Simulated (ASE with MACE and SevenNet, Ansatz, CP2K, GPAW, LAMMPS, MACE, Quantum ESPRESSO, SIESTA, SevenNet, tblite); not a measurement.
# Machine-learned potentials on liquid (Cs,Li)Cl at 1400 K (68 atoms): settings against a plane-wave reference

Wanted: machine-learned potentials inputs and outputs for liquid (Cs,Li)Cl at 1400 K (68 atoms), checked against a plane-wave reference.

Calculated with ASE with MACE and SevenNet; the method is named at each step.

### Step 1. Starting point

The cell holds 68 atoms: 22 Cs, 12 Li and 34 Cl. Cell: a = 14.507 Å, b = 14.507 Å, c = 14.507 Å, α = 90.0°, β = 90.0°, γ = 90.0°. 68 atoms (22 Cs, 12 Li, 34 Cl) placed at random at 2.29 g/cm³, melted at 1800 K for 10 ps at fixed volume with the Lennard-Jones and Coulomb ion parameters for SPC/E (Joung and Cheatham, J. Phys. Chem. B 112, 9020 (2008)), full charges. Snapshot at the end of a hold of 20 ps at 1400 K and fixed volume.

The yardstick, on the same geometry:

- method: Kohn-Sham DFT, PBE, PAW, plane waves (Ansatz 0.2.0); cutoff 420 eV, Γ point, fermi-dirac smearing of 0.05 eV; PAW set soft_2
- r.m.s. force component: 0.5346 eV/Å
- longest force: 1.936 eV/Å
- pressure: 1.098 GPa
- gap (highest filled to lowest empty level): 2.945 eV
- SCF cycles: 8
- time: 13 s on 8 threads of Arm Neoverse V2, shared host
- CPU time: 1.7 min

### Step 2. MACE MP-0b2 small potential

Method: machine-learned interatomic potential MACE MP-0b2 small, trained on PBE(+U) plane-wave data.

run.py

```python
import numpy as np
from ase.io import read
import mlip  # loads the published weights by name

atoms = read("structure.xyz")
atoms.calc = mlip.calc("mace-mp-0b2-small")
energy = atoms.get_potential_energy()
forces = atoms.get_forces()
print(f"energy {energy:.6f} eV")
print("forces (eV/A)")
for i, (a, f) in enumerate(zip(atoms, forces)):
    print(f"{i:4d} {a.symbol:2s} {f[0]:10.5f} {f[1]:10.5f} {f[2]:10.5f}")
stress = -atoms.get_stress(voigt=False) * 160.21766
print("stress (GPa, compression positive)")
for row in stress:
    print(" ".join(f"{x:10.4f}" for x in row))
```

structure.xyz

```xyz
68
Lattice="14.50730 0.00000 0.00000 0.00000 14.50730 0.00000 0.00000 0.00000 14.50730" Properties=species:S:1:pos:R:3 pbc="T T T"
Cs 8.04241 2.53152 1.23820
Cs 5.90549 1.41548 11.51270
Cs 12.38271 9.84639 11.56464
Cs 2.23514 6.96408 12.38387
Cs 3.63205 5.50813 8.00339
Cs 8.72861 7.46995 12.48339
Cs 4.67701 9.76893 9.68261
Cs 0.11910 2.41430 8.12119
Cs 11.82316 3.29736 13.82067
Cs 1.52747 12.69099 11.30931
Cs 11.16366 11.86509 0.87247
Cs 10.85784 7.17371 1.65876
Cs 6.28848 11.75918 13.24952
Cs 9.33081 8.79404 7.59486
Cs 12.65399 12.29116 7.88573
Cs 10.91993 5.69499 6.49782
Cs 5.76390 6.04635 2.20511
Cs 2.05641 7.42629 4.62275
Cs 4.15068 13.46234 7.16356
Cs 2.03595 13.71303 2.10646
Cs 2.46494 3.45970 13.93687
Cs 7.18097 9.81361 3.39543
Li 11.53330 13.78745 11.62920
Li 0.45263 8.54494 8.42149
Li 12.59843 6.06608 10.36822
Li 13.14623 0.38691 14.17523
Li 10.72220 1.70040 3.79206
Li 8.27235 13.66588 9.44889
Li 3.11254 3.35917 4.66569
Li 8.01325 1.87376 6.06057
Li 14.46740 5.66684 2.33727
Li 6.91142 5.24120 7.49128
Li 9.36316 3.87490 9.60456
Li 9.07519 13.29797 6.50304
Cl 4.85197 8.59180 12.37763
Cl 4.15300 1.73348 5.95336
Cl 7.79883 11.33165 6.64492
Cl 11.24664 13.74552 5.40861
Cl 14.37021 6.11410 9.08563
Cl 13.16741 1.13563 11.48717
Cl 8.49925 5.44590 0.56622
Cl 5.12369 4.95105 5.10381
Cl 1.37979 12.80400 8.04473
Cl 0.93964 0.56332 14.32045
Cl 9.54725 13.06905 12.91498
Cl 5.52786 12.84433 10.08489
Cl 2.70909 8.29020 7.41657
Cl 11.40694 1.19134 1.42143
Cl 10.79053 14.08847 9.19763
Cl 6.52277 7.26758 8.74224
Cl 10.18137 6.11758 9.37969
Cl 3.95498 8.59021 2.83212
Cl 3.04117 4.45157 11.18078
Cl 0.26926 5.40469 0.03409
Cl 9.23854 7.78143 4.37119
Cl 11.71827 7.46995 12.95154
[... 8 atom lines left out ...]
Cl 13.28477 12.75163 12.97896
Cl 8.37666 0.98243 3.99255
Cl 2.63017 4.16983 2.44840
Cl 0.64833 9.52956 10.79619
```

Started as:

```
> OMP_NUM_THREADS=1 python run.py > output.txt
```

Log:

```text
energy -215.810088 eV
forces (eV/A)
   0 Cs   -0.27616   -0.88040   -0.40991
   1 Cs   -0.03567    0.31347   -0.05408
   2 Cs   -0.80206    1.43520   -0.54499
   3 Cs   -0.81508    0.96762    0.37027
   4 Cs   -0.05205   -1.06060    0.29763
   5 Cs   -1.22572   -0.03555   -0.23579
   6 Cs   -0.13937    0.18852   -0.97038
   7 Cs    0.08899   -0.38219    0.35850
   8 Cs    0.82587    1.01962   -0.62844
   9 Cs    0.25004    0.35364    0.08067
  10 Cs   -0.22196   -0.04255    0.46219
  11 Cs    0.47294   -0.01107    0.13592
  12 Cs    0.71885   -1.60476   -0.39635
  13 Cs    0.02259    0.15560    0.15036
  14 Cs    0.88560   -0.14083   -0.76033
  15 Cs    1.66839    0.51251   -1.38506
  16 Cs   -0.17978    0.03209   -0.22115
  17 Cs   -0.92650   -0.87114   -0.08353
  18 Cs    0.94770   -0.22644   -0.23188
  19 Cs    0.76407   -0.38929    0.46582
  20 Cs    0.37244   -1.15472    0.40733
  21 Cs   -0.83162    0.65847    0.62773
  22 Li   -0.12409    0.24603   -0.16252
  23 Li   -0.01232   -0.17784    0.46018
[...]
60 Cl    0.14855    0.42586   -0.96872
  61 Cl   -0.79739   -0.15728   -0.98725
  62 Cl    0.25993   -0.02761   -0.30728
  63 Cl    0.09139    0.13984   -0.62667
  64 Cl   -0.67403   -0.27999    0.40713
  65 Cl    0.35943    0.20099    0.41273
  66 Cl   -0.08293    0.19678    0.62429
  67 Cl    1.20727   -0.27442   -0.47728
stress (GPa, compression positive)
    0.5261    -0.1702    -0.0438
   -0.1702     1.4981    -0.4712
   -0.0438    -0.4712     0.9443
```

The job ended after 5.8 s (1 thread of Arm Neoverse V2, shared host; peak memory 0.67 GiB).

Banners, paths, timers and routine set-up lines are dropped from the logs unmarked, and long logs keep their key lines alone; longer cuts are marked.

Numbers from this run, and their distance from the reference:

| Item | Value |
| --- | --- |
| r.m.s. force component | 0.5938 eV/Å |
| r.m.s. difference of force components | 135.7 meV/Å |
| longest difference of force vectors | 444.8 meV/Å |
| force difference over r.m.s. force | 25.39 % |
| slope of forces against the reference's | 1.085 |
| correlation of force components | 0.9765 |
| pressure | 0.9895 GPa |
| pressure difference | -0.1089 GPa |

Length of the force difference by element (eV/Å):

| element | atoms | mean | most |
| --- | --- | --- | --- |
| Cl | 34 | 0.21 | 0.41 |
| Cs | 22 | 0.23 | 0.41 |
| Li | 12 | 0.19 | 0.44 |

Local excerpt of 11 atoms (numbers count through the whole input) about Cs16, which bears the longest force; x, y, z are measured from there.

| atom | x | y | z | distance (Å) | bonds | Fx | Fy | Fz (eV/Å) |
| --- | --- | --- | --- | --- | --- | --- | --- | --- |
| Cs16 | 0.00 | 0.00 | 0.00 | 0.00 | 3 | 1.67 | 0.51 | -1.39 |
| Cl59 | -2.18 | -1.92 | 0.61 | 2.97 | 4 | -0.81 | -0.36 | 0.51 |
| Cl51 | -0.74 | 0.42 | 2.88 | 3.00 | 5 | 0.29 | -0.26 | 1.02 |
| Cl55 | -1.68 | 2.09 | -2.13 | 3.42 | 4 | 0.16 | -0.59 | 0.70 |
| Cs14 | -1.59 | 3.10 | 1.10 | 3.65 | 5 | 0.02 | 0.16 | 0.15 |
| Li33 | -1.56 | -1.82 | 3.11 | 3.92 | 3 | 0.15 | 0.12 | 0.38 |
| Li32 | -4.01 | -0.45 | 0.99 | 4.15 | 2 | -0.29 | 0.29 | -0.55 |
| Li25 | 1.68 | 0.37 | 3.87 | 4.23 | 2 | -0.53 | 0.41 | 0.23 |
| Cl57 | 1.66 | 3.50 | 1.74 | 4.25 | 4 | 0.11 | -0.55 | -0.07 |
| Cl39 | 3.45 | 0.42 | 2.59 | 4.33 | 4 | -0.02 | -0.13 | -0.01 |
| Cl60 | 2.58 | 1.84 | -3.04 | 4.40 | 3 | 0.23 | -0.45 | 0.02 |

Atoms are counted from 1 here, from 0 in the log.

Forces lie 25 % from the reference's, at 0.057 times its CPU time (on 1 against 8 cores).

### Step 3. MACE MPA-0 medium potential

Method: machine-learned interatomic potential MACE MPA-0 medium, trained on PBE(+U) plane-wave data.

Edit run.py of step 2 so:

```diff
@@ -5,3 +5,3 @@
 atoms = read("structure.xyz")
-atoms.calc = mlip.calc("mace-mp-0b2-small")
+atoms.calc = mlip.calc("mace-mpa-0-medium")
 energy = atoms.get_potential_energy()
```

structure.xyz is that of step 2.

Log:

```text
energy -215.225087 eV
forces (eV/A)
   0 Cs   -0.37542   -0.73706   -0.18779
   1 Cs    0.09989    0.15551   -0.26129
   2 Cs   -0.61739    1.29168   -0.52752
   3 Cs   -0.64068    1.16727    0.40251
   4 Cs   -0.24314   -0.66832    0.16551
   5 Cs   -1.07002   -0.15652   -0.18549
   6 Cs   -0.33302    0.04753   -0.88302
   7 Cs    0.06403   -0.14652    0.16639
   8 Cs    0.58478    1.06819   -0.42258
   9 Cs    0.21788    0.12526    0.00003
  10 Cs   -0.15431   -0.12045    0.55239
  11 Cs    0.57467    0.05513    0.16341
  12 Cs    0.66552   -1.65345   -0.26996
  13 Cs   -0.11493    0.32647   -0.02561
  14 Cs    0.89834   -0.43767   -0.76171
  15 Cs    1.61345    0.58170   -1.32130
  16 Cs   -0.37769   -0.03260   -0.02746
  17 Cs   -0.70067   -0.57116    0.14447
  18 Cs    0.84787   -0.35960   -0.30917
  19 Cs    0.88824   -0.46976    1.05227
  20 Cs    0.32093   -0.86063    0.42090
  21 Cs   -0.94015    0.39864    0.71459
  22 Li   -0.14437    0.35090   -0.27550
  23 Li    0.06438   -0.12056    0.20019
[...]
60 Cl    0.23307    0.51731   -0.91535
  61 Cl   -0.78479   -0.14258   -0.78386
  62 Cl    0.01502   -0.24581   -0.10983
  63 Cl    0.05317    0.19682   -0.31409
  64 Cl   -0.41842   -0.33352    0.46585
  65 Cl    0.34709    0.26261    0.20561
  66 Cl    0.03856   -0.11995    0.34440
  67 Cl    1.13142   -0.06552   -0.38523
stress (GPa, compression positive)
    0.5645    -0.1442    -0.0885
   -0.1442     1.2631    -0.4346
   -0.0885    -0.4346     0.9685
```

Run time: 6.1 s. Hardware: 1 thread; peak memory 0.7 GiB.

Compared with the plane-wave run:

```yaml
r_m_s_force_component: 0.5532 eV/Å
r_m_s_difference_of_force_components: 93.88 meV/Å
longest_difference_of_force_vectors: 422.7 meV/Å
force_difference_over_r_m_s_force: 17.56 %
slope_of_forces_against_the_reference_s: 1.02
correlation_of_force_components: 0.9857
pressure: 0.932 GPa
pressure_difference: -0.1664 GPa
```

Against the first run (25 %), the force difference from the reference is 18 %, at 1.1 times the CPU time.

### Step 4. SevenNet 0 potential

Method: machine-learned interatomic potential SevenNet 0, trained on PBE(+U) plane-wave data.

Edit run.py of step 3 so:

```diff
@@ -5,3 +5,3 @@
 atoms = read("structure.xyz")
-atoms.calc = mlip.calc("mace-mpa-0-medium")
+atoms.calc = mlip.calc("7net-0")
 energy = atoms.get_potential_energy()
```

structure.xyz is that of step 3.

Log:

```text
energy -215.915421 eV
forces (eV/A)
   0 Cs   -0.26221   -0.69326   -0.38456
   1 Cs    0.03125    0.22307   -0.25756
   2 Cs   -0.84707    1.34975   -0.52455
   3 Cs   -0.76798    1.13344    0.34892
   4 Cs   -0.13479   -0.86390    0.19722
   5 Cs   -0.99507   -0.04732   -0.32777
   6 Cs   -0.23340    0.27764   -0.96965
   7 Cs    0.07477   -0.26307    0.23028
   8 Cs    0.68653    1.05168   -0.44668
   9 Cs    0.26323    0.24192    0.04938
  10 Cs   -0.15221    0.08557    0.63575
  11 Cs    0.54908   -0.06832    0.11580
  12 Cs    0.66741   -1.46187   -0.32405
  13 Cs   -0.09293    0.19616    0.19456
  14 Cs    1.03340   -0.29937   -0.68665
  15 Cs    1.98269    0.51759   -1.44725
  16 Cs   -0.27033   -0.03012   -0.10706
  17 Cs   -0.81081   -0.66593   -0.00684
  18 Cs    0.85713   -0.29496   -0.34063
  19 Cs    0.72714   -0.46453    0.58587
  20 Cs    0.54082   -1.12479    0.41390
  21 Cs   -1.02499    0.68791    0.58081
  22 Li   -0.10540    0.31960   -0.25159
  23 Li   -0.00630   -0.21190    0.37441
[...]
60 Cl    0.14332    0.43827   -0.93888
  61 Cl   -0.83940   -0.17656   -0.93973
  62 Cl   -0.05270   -0.18916   -0.11226
  63 Cl    0.16337    0.25797   -0.55959
  64 Cl   -0.38639   -0.28886    0.51269
  65 Cl    0.35410    0.25736    0.38113
  66 Cl   -0.04308    0.15748    0.60241
  67 Cl    1.32364   -0.12436   -0.47631
stress (GPa, compression positive)
    0.8449    -0.1744    -0.0986
   -0.1744     1.8455    -0.4451
   -0.0986    -0.4451     1.2513
```

It took 6.1 s on 1 thread; peak memory 0.61 GiB.

Compared with the plane-wave run:

```
r.m.s. force component                  : 0.5895 eV/Å
r.m.s. difference of force components   : 119.1 meV/Å
longest difference of force vectors     : 634.7 meV/Å
force difference over r.m.s. force      : 22.28 %
slope of forces against the reference's : 1.083
correlation of force components         : 0.9823
pressure                                : 1.314 GPa
pressure difference                     : 0.2155 GPa
```

Against the first run (25 %), the force difference from the reference is 22 %, at 1.1 times the CPU time.

### Step 5. The ladder

Differences are against the plane-wave reference, forces as r.m.s. over components; share is that over the reference's r.m.s. force, slope the least-squares factor from reference forces to these. Total energies of different programs have different zeros and aren't compared.

| run | Δ force, r.m.s. (meV/Å) | share (%) | slope | Δ pressure (GPa) | cores | CPU time | memory (GiB) |
| --- | --- | --- | --- | --- | --- | --- | --- |
| reference | - | - | - | - | 8 | 1.7 min | 3.1 |
| MACE MP-0b2 small potential | 136 | 25.4 | 1.085 | -0.109 | 1 | 5.8 s | 0.67 |
| MACE MPA-0 medium potential | 93.9 | 17.6 | 1.020 | -0.166 | 1 | 6.1 s | 0.7 |
| SevenNet 0 potential | 119 | 22.3 | 1.083 | 0.215 | 1 | 6.1 s | 0.61 |

Times of the machine-learned potentials are mostly Python's start and the loading of weights.

CPU time is summed over cores on a shared host, where runs went side by side, so it is rough. Symmetry, cutoffs, thresholds, outputs and thread counts weren't matched or tuned between programs; memory under MPI is the largest rank's times the ranks.

### Step 6. Summary of results

| Item | Value |
| --- | --- |
| nearest in forces | MACE MPA-0 medium potential, 18 % |
| its CPU time | 6.1 s |

**Reading.** Machine-learned potentials differ by 18 % (MACE MPA-0 medium potential) to 25 % (MACE MP-0b2 small potential); they were trained on other programs' data. The frame stands for 1400 K, but pressures are static and levels are smeared at 580 K. The network of bonds at the start is that of the classical potential that made the cell, and needn't be the one that DFT or experiment would give. The ion parameters were fitted for water, not for melts, so the starting structure of this cell may lie well off the real melt's. The electronic-structure runs sample only Γ, in a cell whose shortest periodic width is 15 Å. Spin–orbit coupling is left out, which matters for the levels of the heavy elements.

[Also dropped from logs without a mark: logging warnings of Python, and SIESTA's first energy breakdown and zero terms.]

[Logs are printed without paths, hosts, clocks, repeated set-up lines and the standing remarks that a program may print on its own settings, such as how far it seeks lower states.]

[Hosts, paths, dates, database ids (printed as entryN), source tags and the programs' standing remarks are cut or masked in the printed files.]
